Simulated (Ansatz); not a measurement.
# What AlBiSe3 (model cell, started as cubic perovskite with Al in the octahedra) distorts into, part 2 of 2

Wanted: the energy along a soft mode of AlBiSe3 (model cell, started as cubic perovskite with Al in the octahedra) and the structure at the end.

Ansatz 0.2.0; DFT PBEsol, scalar-relativistic, plane waves, PAW.

So far, highest frequency on the path or at a solved wavevector (cm⁻¹): step 2 (response at finite wavevector) 341. Also lowest frequency on the path (cm⁻¹): step 2 -157.

The structure was built from a prototype and need not be the compound's stable phase.

## 4. The mode frozen in, largest atomic shift 0.6 Å

The atoms are moved along the unstable eigenvector, the largest shift by 0.6 Å, with the cell fixed.

input.yaml reads:

```yaml
crystal:
  lattice:
    - [4.8529979444, 4.8529979444, 0.0]
    - [4.8529979444, 0.0, 4.8529979444]
    - [4.8529979444, 0.0, -4.8529979444]
  atoms:
    - { symbol: Bi, position: [0.0, 0.0, 1.0] }
    - { symbol: Bi, position: [0.0, 0.5, 0.5] }
    - { symbol: Al, position: [0.5, 0.25, 0.75] }
    - { symbol: Al, position: [0.5, 0.75, 0.25] }
    - { symbol: Se, position: [0.4125769115, 0.5, 0.5] }
    - { symbol: Se, position: [0.5874230885, 0.0, 0.0] }
    - { symbol: Se, position: [0.0, 0.0874230885, 0.5] }
    - { symbol: Se, position: [0.0, 0.4125769115, 0.0] }
    - { symbol: Se, position: [0.5874230885, -0.0874230885, 0.5] }
    - { symbol: Se, position: [0.4125769115, 0.5874230885, 0.0] }
kpoints:
  mp_grid: { grid: [6, 6, 6] }
hamiltonian:
  xc: pbesol
scf:
  occupations: { method: methfessel_paxton, width: 0.15 }
output:
  forces: true
  stress: true
  eigenvalues: true
```

Started as:

```console
> ansatz run input.yaml --threads 8 --pin off --max-ram 14336MiB --backend cpu --events-out ev --progress --plain --runs-dir out
```

Numbers of over 12 decimals in the logs are rounded to 6 here.

What it wrote:

```text
[...]
Crystal: 10 atoms, lattice volume = 228.592 Å³
Basis set: ecut = 420 eV, 4477 PW (Γ), exchange–correlation on 96×96×96 points (8 copies of the dense FFT grid, shifted against one another)
Bands: 80, of which v1, the nominal top of the filled ones, is band 66 counted from 1 (65 counted from 0)
Symmetry: 12 space group operations
[...]
k-points: 32 of 216
[...]
k-point 0: bands = [... 62 lower, 8.6448, 8.6829, 9.1898, 9.1898, 11.1129, 11.3178, 12.5332, 12.7235, ... 10 higher]
  k-point 1: bands = [... 62 lower, 8.6354, 8.7873, 9.1111, 9.1111, 10.5440, 11.6277, 11.7837, 12.5818, ... 10 higher]
  k-point 2: bands = [... 62 lower, 8.6904, 8.6965, 8.8562, 8.8562, 9.5078, 10.3422, 12.1638, 12.3845, ... 10 higher]
  k-point 31: bands = [... 62 lower, 8.5340, 8.5340, 8.7805, 8.7805, 10.3516, 10.3516, 11.0329, 11.0329, ... 10 higher]
[key lines of the parts left out:]
SCF converged after 7 iterations
Free energy (F): -58082.306004 eV
Fermi energy:    9.453607 eV
P = ⅓ Tr σ = 1.3210 GPa (13.210 kbar)
```

Run time: 5 s. Hardware: 8 threads of Intel Xeon 6975P-C (Granite Rapids), shared host; peak memory 1.3 GiB.

This step gave:

```
pressure                         : 1.321 GPa
energy from the undistorted cell : -241.1 meV/atom
```

The energy, extrapolated to zero smearing, is -241.12 meV/atom against the undistorted cell.

The run ends at a pressure of 1.32 GPa, with forces up to 7.1e-4 eV/Å.

## 5. Energy along the mode, all amplitudes (two of the runs are shown above)

An imaginary frequency means negative curvature, so the energy should fall and then rise again as anharmonic terms take over.

Numbers from this step:

| Property | Result |
| --- | --- |
| depth at the lowest point sampled | 241.1 meV/atom |
| largest atomic shift at that point | 0.6 Å |

The energy from the parent by largest atomic shift:

```csv
largest atomic shift (Å),energy from the parent (meV/atom)
0.000,0
0.040,-2.79
0.080,-10.7
0.140,-30.7
0.220,-70.0
0.320,-131
0.450,-203
0.600,-241
```

Displacement at unit largest shift by atom:

```
atom   x (Å)   y (Å)   z (Å)   size
 Bi1   0.000   0.000   0.000  0.000
 Bi2   0.000   0.000   0.000  0.000
 Al3   0.000   0.000   0.000  0.000
 Al4   0.000   0.000   0.000  0.000
 Se5  -0.707  -0.707   0.000  1.000
 Se6   0.707   0.707   0.000  1.000
 Se7   0.707   0.000   0.707  1.000
 Se8  -0.707   0.000  -0.707  1.000
 Se9   0.000   0.707  -0.707  1.000
Se10   0.000  -0.707   0.707  1.000
```

The lowest of the steps tried is the last one, at 0.6 Å, 241 meV/atom below the parent; the bottom of the well need not coincide with a step.

## 6. Relaxation from the frozen mode

Starting from the lowest point found, all atoms and the cell are let go, so that strain and other modes of the same symmetry can join in.

input.yaml, as its differences from that of step 4:

```diff
@@ -26 +26,6 @@
   eigenvalues: true
+relax:
+  adjacent_minimum: "off"
+  f_tol: 0.002
+  max_steps: 120
+  cell: { stress_tol: 0.03 }
```

What it wrote:

```text
[...]
Crystal: 10 atoms, lattice volume = 228.592 Å³
Basis set: ecut = 420 eV, 4477 PW (Γ), exchange–correlation on 96×96×96 points (8 copies of the dense FFT grid, shifted against one another)
Bands: 80, of which v1, the nominal top of the filled ones, is band 66 counted from 1 (65 counted from 0)
Symmetry: 12 space group operations
[...]
k-points: 32 of 216
[...]
SCF iter   1: F=—  HF=-58082.312536 eV  |F-HF|=—  |Δ(HF+E_count)|=         —  Δρ=2.60e-3  dr2=1.46e-2  ethr=1.77e-3  ⟨swp⟩=6.9  Hψ=9918  notcnv=0  defer=11
[...]
SCF iter   7: F=-58082.306004 eV  HF=-58082.306004 eV  |F-HF|=6.78e-8  |Δ(HF+E_count)|=   6.14e-8  S|Δr|=    0.00e0  Δρ=5.49e-6  dr2=6.17e-8  ethr=7.58e-11  ⟨swp⟩=10.6  Hψ=11982  notcnv=0
SCF 1 converged in 7 iterations: F = -58082.306004 eV  dr2 = 6.17e-8
[...]
relax step   1: F+E_penalty+E_count = -58082.30600396 eV  Δ(F+E_penalty+E_count) = +0.000e0 eV  max|allowed force component| = 5.037e-4 eV/Å  Δτ_max = 0.0000 Å  P = +1.321 GPa  Ω = 228.592 Å³  (7 SCF iters, dr2 threshold 1.00e-7 eV, accepted)
Crystal: 10 atoms, lattice volume = 231.006 Å³
Basis set: ecut = 420 eV, 4505 PW (Γ), exchange–correlation on 96×96×96 points (8 copies of the dense FFT grid, shifted against one another)
[...]
SCF iter   6: F=-58082.458735 eV  HF=-58082.458735 eV  |F-HF|=3.06e-7  |Δ(HF+E_count)|=   9.91e-7  S|Δr|=    0.00e0  Δρ=1.24e-5  dr2=6.14e-7  ethr=7.58e-10  ⟨swp⟩=6.0  Hψ=13156  notcnv=0
SCF 2 converged in 6 iterations: F = -58082.458735 eV  dr2 = 6.14e-7
relax step   2: F+E_penalty+E_count = -58082.45873475 eV  Δ(F+E_penalty+E_count) = -1.527e-1 eV  max|allowed force component| = 5.349e-2 eV/Å  Δτ_max = 0.0296 Å  P = -0.281 GPa  Ω = 231.006 Å³  energy of the carried Pulay correction = -4.343e-4 eV  (6 SCF iters, dr2 threshold 1.00e-6 eV, accepted)
Crystal: 10 atoms, lattice volume = 230.312 Å³
Basis set: ecut = 420 eV, 4493 PW (Γ), exchange–correlation on 96×96×96 points (8 copies of the dense FFT grid, shifted against one another)
[...]
SCF iter   5: F=-58082.462851 eV  HF=-58082.462851 eV  |F-HF|=3.91e-8  |Δ(HF+E_count)|=   2.52e-7  S|Δr|=    0.00e0  Δρ=7.80e-6  dr2=1.73e-7  ethr=4.57e-10  ⟨swp⟩=7.8  Hψ=13267  notcnv=0
SCF 3 converged in 5 iterations: F = -58082.462851 eV  dr2 = 1.73e-7
[...]
relax step   3: F+E_penalty+E_count = -58082.46285137 eV  Δ(F+E_penalty+E_count) = -4.117e-3 eV  max|allowed force component| = 1.424e-2 eV/Å  Δτ_max = 0.0113 Å  P = +0.105 GPa  Ω = 230.312 Å³  energy of the carried Pulay correction = -3.227e-4 eV  (5 SCF iters, dr2 threshold 6.03e-7 eV, accepted)
[...]
relax step   4: F+E_penalty+E_count = -58082.46306425 eV  Δ(F+E_penalty+E_count) = -2.129e-4 eV  max|allowed force component| = 7.459e-4 eV/Å  Δτ_max = 0.0033 Å  P = -0.013 GPa  Ω = 230.640 Å³  energy of the carried Pulay correction = -3.727e-4 eV  (5 SCF iters, dr2 threshold 3.34e-8 eV, accepted)
Basis set: ecut = 420 eV, 4493 PW (Γ), exchange–correlation on 96×96×90 points (8 copies of the dense FFT grid, shifted against one another)
[...]
SCF iter   8: F=-58082.463689 eV  HF=-58082.463689 eV  |F-HF|=0.00e0  |Δ(HF+E_count)|=    0.00e0  S|Δr|=    0.00e0  Δρ=1.80e-8  dr2=1.62e-12  ethr=1.00e-12  ⟨swp⟩=4.4  Hψ=7868  notcnv=0
SCF 5 converged in 8 iterations: F = -58082.463689 eV  dr2 = 1.62e-12
[...]
relax step   5: F+E_penalty+E_count = -58082.46368881 eV  Δ(F+E_penalty+E_count) = -6.246e-4 eV  max|allowed force component| = 8.271e-4 eV/Å  Δτ_max = 0.0000 Å  P = -0.014 GPa  Ω = 230.640 Å³  stress off target by 2.84e-2 GPa  SCF on the basis re-selected at this cell (its energy is not comparable with the rows above)  (8 SCF iters)
basis re-selected at this cell: Δ(F+E_penalty+E_count) = -6.246e-4 eV, ΔP = -0.000 GPa vs the last step (what re-selecting the basis moved, of the pressure what is left beyond the Pulay correction that the steps carried, after the strain that the cell walked since its last selection, with what the two solves' SCF thresholds leave and, on support functions, any second-order correction that the steps lacked; it is no measure of the basis error at this ecutwfc). The dense FFT grid was sized anew with the basis: this SCF ran on 48×48×45 points, the steps before it on 48×48×48, so part of this shift can come from that change (see relax.cell in the input reference). [rest of the remark cut]
SCF converged after 8 iterations
[...]
Free energy (F): -58082.463689 eV
[...]
Internal energy: -58082.467493 eV  (E = F + TS)
E sigma→0 (E₀):  -58082.464640 eV
Entropy (-TS):   0.003804 eV (0.380 meV/atom)
Fermi energy:    9.334761 eV
[...]
--- Forces (eV/Å), atoms counted from 1 ---
  atom   1  Bi     0.00000000     0.00000000    -0.00000000
  atom   2  Bi    -0.00000000    -0.00000000     0.00000000
  atom   3  Al    -0.00000000     0.00000000     0.00000000
  atom   4  Al     0.00000000     0.00000000    -0.00000000
  atom   5  Se    -0.00082713    -0.00082713     0.00000000
  atom   6  Se     0.00082713     0.00082713    -0.00000000
  atom   7  Se     0.00082713    -0.00000000     0.00082713
  atom   8  Se    -0.00082713     0.00000000    -0.00082713
  atom   9  Se     0.00000000     0.00082713    -0.00082713
  atom  10  Se    -0.00000000    -0.00082713     0.00082713
  max |Σ_I F_I| component: 1.73e-17 eV/Å
--- Stress (GPa, compression-positive) ---
       -0.013800       0.007304       0.007304
        0.007304      -0.013800      -0.007304
        0.007304      -0.007304      -0.013800
  P = ⅓ Tr σ = -0.0138 GPa (-0.138 kbar)
--- Band table (eV; the first three rows and the last of 32) ---
  k-point 0: bands = [... 62 lower, 8.5750, 8.8909, 9.1274, 9.1274, 11.1846, 11.4767, 12.3893, 12.3893, ... 10 higher]
  k-point 1: bands = [... 62 lower, 8.3491, 8.6927, 9.0770, 9.0770, 10.6908, 11.6197, 11.9275, 12.1654, ... 10 higher]
  k-point 2: bands = [... 62 lower, 8.3966, 8.4168, 8.6084, 8.6084, 9.6531, 10.4552, 11.8759, 11.9105, ... 10 higher]
  k-point 31: bands = [... 62 lower, 8.3710, 8.3710, 8.8964, 8.8964, 10.1934, 10.1934, 11.0329, 11.0329, ... 10 higher]
--- Relaxed structure (4 steps of the walk, 4 accepted, 1 SCFs on fresh bases) ---
  F+E_penalty+E_count = -58082.46368881 eV   max|allowed force component| = 8.271e-4 eV/Å   (the final SCF, on the basis selected at the relaxed cell)
  cell:  # Å, volume = 230.6402 Å³
    - [4.988164, 4.988164, -5.551115123125783e-17]
    - [4.988164, 0.0, 4.988164]
    - [4.752535, 0.235629, -4.752535]
  atoms:
    - { symbol: Bi, position: [6.938893903907228e-18, -5.551115123125783e-17, 1.0] }
    - { symbol: Bi, position: [3.0357660829594124e-18, 0.5, 0.500000] }
    - { symbol: Al, position: [0.500000, 0.250000, 0.75] }
    - { symbol: Al, position: [0.500000, 0.750000, 0.250000] }
    - { symbol: Se, position: [0.407096, 0.5, 0.500000] }
    - { symbol: Se, position: [0.592904, -2.9044261624755348e-18, 3.207451288190056e-18] }
    - { symbol: Se, position: [3.469446951953614e-18, 0.092904, 0.5] }
    - { symbol: Se, position: [0.0, 0.407096, 0.0] }
    - { symbol: Se, position: [0.592904, -0.092904, 0.500000] }
    - { symbol: Se, position: [0.407096, 0.592904, -5.551115123125783e-17] }
```

The job ended after 23 s (8 threads; peak memory 1.4 GiB; 2.2 min of CPU time).

Relaxation path:

| step | energy less that of the first step (eV) | largest force component (eV/Å) | pressure (GPa) | volume (Å³) |
| --- | --- | --- | --- | --- |
| 1 | 0.0000 | 0.0005 | 1.32 | 228.59 |
| 2 | -0.1527 | 0.0535 | -0.28 | 231.01 |
| 3 | -0.1568 | 0.0142 | 0.10 | 230.31 |
| 4 | -0.1571 | 0.0007 | -0.01 | 230.64 |
| 5* | -0.1577 | 0.0008 | -0.01 | 230.64 |

Relaxation steps marked * repeat the geometry before them on a plane-wave basis chosen anew for their cell, so energy and pressure can jump there.

Forces are held to the 12 operations that the run works with; a distortion that breaks them can't arise in this run.

| conventional cell, symmetrised | before | after | change |
| --- | --- | --- | --- |
| a (Å) | 6.863 | 7.054 | +2.8 % |
| b (Å) | 6.863 | 7.054 | +2.8 % |
| c (Å) | 16.811 | 16.055 | -4.5 % |
| volume (Å³/atom) | 22.86 | 23.06 | +0.9 % |

The atoms that moved most (Å, as changes of fractional coordinates times the final cell):

```
atom      dx      dy      dz  length
Se10   0.000  -0.027   0.027   0.039
 Se5  -0.027  -0.027   0.000   0.039
 Se9   0.000   0.027  -0.027   0.039
 Se7   0.027   0.000   0.027   0.039
 Se8  -0.027   0.000  -0.027   0.039
 Se6   0.027   0.027   0.000   0.039
```

Numbers from this step:

* pressure: -0.01380 GPa
* volume per atom: 23.06 Å³

The distorted start has space group R-3c; the relaxation ends in R-3c.

## 7. Modes of the new phase

A relaxed structure may still be a saddle point, so its zone-centre modes are computed. No field response is asked, since the mesh shows no gap.

input.yaml reads:

```yaml
crystal:
  lattice:
    - [4.9881642498, 4.9881642498, 0.0]
    - [4.9881642498, 0.0, 4.9881642498]
    - [4.752534935, 0.2356293148, -4.752534935]
  atoms:
    - { symbol: Bi, position: [0.0, 0.0, 1.0] }
    - { symbol: Bi, position: [0.0, 0.5, 0.5] }
    - { symbol: Al, position: [0.5, 0.25, 0.75] }
    - { symbol: Al, position: [0.5, 0.75, 0.25] }
    - { symbol: Se, position: [0.407096128, 0.5, 0.5] }
    - { symbol: Se, position: [0.592903872, 0.0, 0.0] }
    - { symbol: Se, position: [0.0, 0.092903872, 0.5] }
    - { symbol: Se, position: [0.0, 0.407096128, 0.0] }
    - { symbol: Se, position: [0.592903872, -0.092903872, 0.5] }
    - { symbol: Se, position: [0.407096128, 0.592903872, 0.0] }
kpoints:
  mp_grid: { grid: [6, 6, 6] }
hamiltonian:
  xc: pbesol
scf:
  occupations: { method: methfessel_paxton, width: 0.15 }
output:
  eigenvalues: true
phonons:
  method: dfpt
```

What it wrote:

```text
[...]
Crystal: 10 atoms, lattice volume = 230.640 Å³
Basis set: ecut = 420 eV, 4493 PW (Γ), exchange–correlation on 96×96×96 points (8 copies of the dense FFT grid, shifted against one another)
Bands: 80, of which v1, the nominal top of the filled ones, is band 66 counted from 1 (65 counted from 0)
Symmetry: 12 space group operations
k-points: 112 of 216 (irreducible under 1 space group operation, time reversal used)
[...]
SCF iter   1: F=—  HF=-58082.469411 eV  |F-HF|=—  |Δ(HF+E_count)|=         —  Δρ=2.34e-3  dr2=1.16e-2  ethr=1.77e-3  ⟨swp⟩=7.1  Hψ=34873  notcnv=0  defer=22
[...]
SCF iter  11: F=-58082.463689 eV  HF=-58082.463689 eV  |F-HF|=0.00e0  |Δ(HF+E_count)|=    0.00e0  S|Δr|=    0.00e0  Δρ=1.62e-8  dr2=7.57e-13  ethr=1.00e-12  ⟨swp⟩=11.1  Hψ=43576  notcnv=0
SCF 1 converged in 11 iterations: F = -58082.463689 eV  dr2 = 7.57e-13
[...]
DFPT response loops at Γ: preconditioner auto → Kerker (q_TF=auto, 2.486 Å⁻¹) (partly filled bands, converged f_vac=0.000); β = 1.00, the filter's whole step (`scf.mixing.beta` (0.50) is not read by the response loops under this deck's `scf.mixing.preconditioner`; to damp them name `kerker` or `kerker_dos`, under which they read `scf.mixing.beta`, and type it under 1.00, their step now; both keys bind the ground state too); Broyden in place of MSR1
SCF converged after 11 iterations
[...]
Free energy (F): -58082.463689 eV
[...]
Internal energy: -58082.467493 eV  (E = F + TS)
E sigma→0 (E₀):  -58082.464640 eV
Entropy (-TS):   0.003804 eV (0.380 meV/atom)
Fermi energy:    9.334761 eV
Step filling:    the computed levels leave a gap of 0.0000 eV = 0.0 smearing widths at the electron count; against every level under it full and every level over it empty, smearing changes F+E_penalty+E_count by +0.961 meV and its σ→0 estimate by +9.86e-3 meV
[...]
--- Band table (eV; the first three rows and the last of 112) ---
  k-point 0: bands = [... 62 lower, 8.5750, 8.8909, 9.1274, 9.1274, 11.1846, 11.4767, 12.3893, 12.3893, ... 10 higher]
  k-point 1: bands = [... 62 lower, 8.3491, 8.6927, 9.0770, 9.0770, 10.6908, 11.6197, 11.9275, 12.1654, ... 10 higher]
  k-point 2: bands = [... 62 lower, 8.3966, 8.4168, 8.6084, 8.6084, 9.6531, 10.4552, 11.8759, 11.9105, ... 10 higher]
  k-point 111: bands = [... 62 lower, 7.9677, 8.2712, 8.4278, 9.0278, 10.1782, 10.3542, 11.2923, 11.6301, ... 10 higher]
--- Phonons (Γ-DFPT): 4 representative perturbations + reference, on 112 of 216 k-points (Σ response iterations 17) ---
  k mesh reduced under 1 symmetry operation, with k and −k counted as one. Each operation leaves every solved perturbation unchanged. A smaller set is not used because it would not reduce the number of displacements times k-points to solve
  ASR residual: 1.166e-5 → 0.000e0 eV/Å²; symmetrization residual: 2.372e-5 eV/Å²
  ASR residual per site (eV/Å²): 7.19e-6 7.19e-6 1.01e-5 1.01e-5 1.17e-5 1.17e-5 1.17e-5 1.17e-5 1.17e-5 1.17e-5
  Γ frequencies (cm⁻¹): -97.83 -78.89 -78.89 -71.78 -52.03 -52.03 0.00 0.00 0.00 70.30 73.96 78.08 78.08 89.33 89.33 134.54 134.54 146.54 146.54 147.72 169.21 169.93 169.93 214.49 244.40 273.69 273.69 281.39 298.86 298.86
  non-analytic LO–TO correction: not included (Born effective charges unavailable; polar crystals: no LO–TO splitting at Γ)
```

The job ended after 2.7 min (8 threads; peak memory 6.3 GiB).

Numbers from this step:

```yaml
sum_rule_residual_before_enforcement: 1.17e-5 eV/Å²
point_group: -3m
highest_optical_mode_at_the_zone_centre_no_lo_to_term: 298.9 cm⁻¹
lowest_optical_zone_centre_mode: -97.83 cm⁻¹
```

Patterns of degenerate modes are one choice out of their space. The modes at Γ (shares of kinetic energy by element, %) (negative means imaginary):

```csv
mode,frequency (cm⁻¹),symmetry,Bi %,Al %,Se %
1,-97.8,A2u,47,0,53
2,-78.9,Eu,17,0,83
3,-78.9,Eu,17,0,83
4,-71.8,A2g,87,0,13
5,-52.0,Eg,36,0,64
6,-52.0,Eg,36,0,64
7,0.0,acoustic,44,6,50
8,0.0,acoustic,44,6,50
9,0.0,acoustic,44,6,50
10,70.3,A2g,13,0,87
11,74.0,A2u,9,32,59
12,78.1,Eg,55,0,45
13,78.1,Eg,55,0,45
14,89.3,Eu,27,23,50
15,89.3,Eu,27,23,50
16,134.5,Eg,3,0,97
17,134.5,Eg,3,0,97
18,146.5,Eu,12,13,75
19,146.5,Eu,12,13,75
20,147.7,A1g,0,0,100
21,169.2,A1u,0,2,98
22,169.9,Eg,6,0,94
23,169.9,Eg,6,0,94
24,214.5,A2g,0,0,100
25,244.4,A2u,0,62,38
26,273.7,Eu,0,67,33
27,273.7,Eu,0,67,33
28,281.4,A1u,0,98,2
29,298.9,Eu,0,91,9
30,298.9,Eu,0,91,9
```

Displacements in mode 1 (-97.8 cm⁻¹), the largest set to 1:
```
Bi1  0.82 -0.82 -0.82
Bi2  0.82 -0.82 -0.82
Al3  0.06 -0.06 -0.06
Al4  0.06 -0.06 -0.06
Se5 -1.00  1.00  0.18
Se6 -1.00  1.00  0.18
Se7 -1.00  0.18  1.00
Se8 -1.00  0.18  1.00
Se9 -0.18  1.00  1.00
Se10-0.18  1.00  1.00
```

Displacements in mode 13 (78.1 cm⁻¹), the largest set to 1:
```
Bi1  0.00 -0.85  0.85
Bi2  0.00  0.85 -0.85
Al3  0.00  0.00  0.00
Al4  0.00  0.00  0.00
Se5  1.00 -0.70  0.06
Se6 -1.00  0.70 -0.06
Se7 -1.00 -0.06  0.70
Se8  1.00  0.06 -0.70
Se9  0.00  0.30 -0.30
Se10 0.00 -0.30  0.30
```

Before it was imposed, the acoustic sum rule was missed by 1.2e-5 eV/Å². Small misses are needed for a sound result but don't prove that mesh and cutoff are converged. The lowest optical mode is imaginary, 97.8i cm⁻¹, so the energy falls along it.

## 8. Summary of results

```
unstable mode of the parent                                                      : q = (-0.5, -0.5, -0.5), 148i cm⁻¹
depth at the lowest point sampled                                                : 241 meV/atom
largest atomic shift at that point                                               : 0.6 Å
space group reached (within 0.01 Å)                                              : R-3c
energy gained over the parent (first relaxation, on the mesh of the frozen mode) : 257 meV/atom
volume per atom, phase reached                                                   : 23.1 Å³
lowest optical zone-centre mode, phase reached                                   : -97.8 cm⁻¹
highest optical mode at the zone centre (no LO-TO term), phase reached           : 299 cm⁻¹
```

In words: Along this mode the structure falls into R-3c, 257 meV/atom below the parent. At the parent's cell the well is 241.1 meV/atom deep on the steps tried, with its lowest point at a shift of 0.6 Å. That is the last step tried, so the steps alone don't bracket the bottom of the well. Relaxing atoms and cell changes the gain by +15.89 meV/atom against the lowest step (energies at zero smearing). The new phase still has an imaginary mode at the zone centre of its cell, so it is a saddle point on the way to a lower structure. Of the 5 patterns followed to their end from this parent, this one ends 36.3 meV/atom above the lowest, Imma. Each path keeps the symmetry of its pattern, so a lower phase may lie along a pattern not tried. With no gap, or one that is small against the smearing, the frequencies hang on the k mesh and the smearing, most of all near Kohn anomalies. A semilocal functional can close a gap that the real compound would have, so the metallic treatment may be an artefact of the level. Spin-orbit coupling is left out, which can matter for the heavy elements here. A phonon run warned that its eigensolver left some bands unconverged in a pass. The starting cell was built on a prototype and not taken from a measurement, so the phase need not exist.

[Logs are printed without paths, hosts, clocks, repeated set-up lines and the standing remarks that a program may print on its own settings, such as how far it seeks lower states.]

[Hosts, paths, dates, database ids (printed as entryN), source tags and the programs' standing remarks are cut or masked in the printed files.]
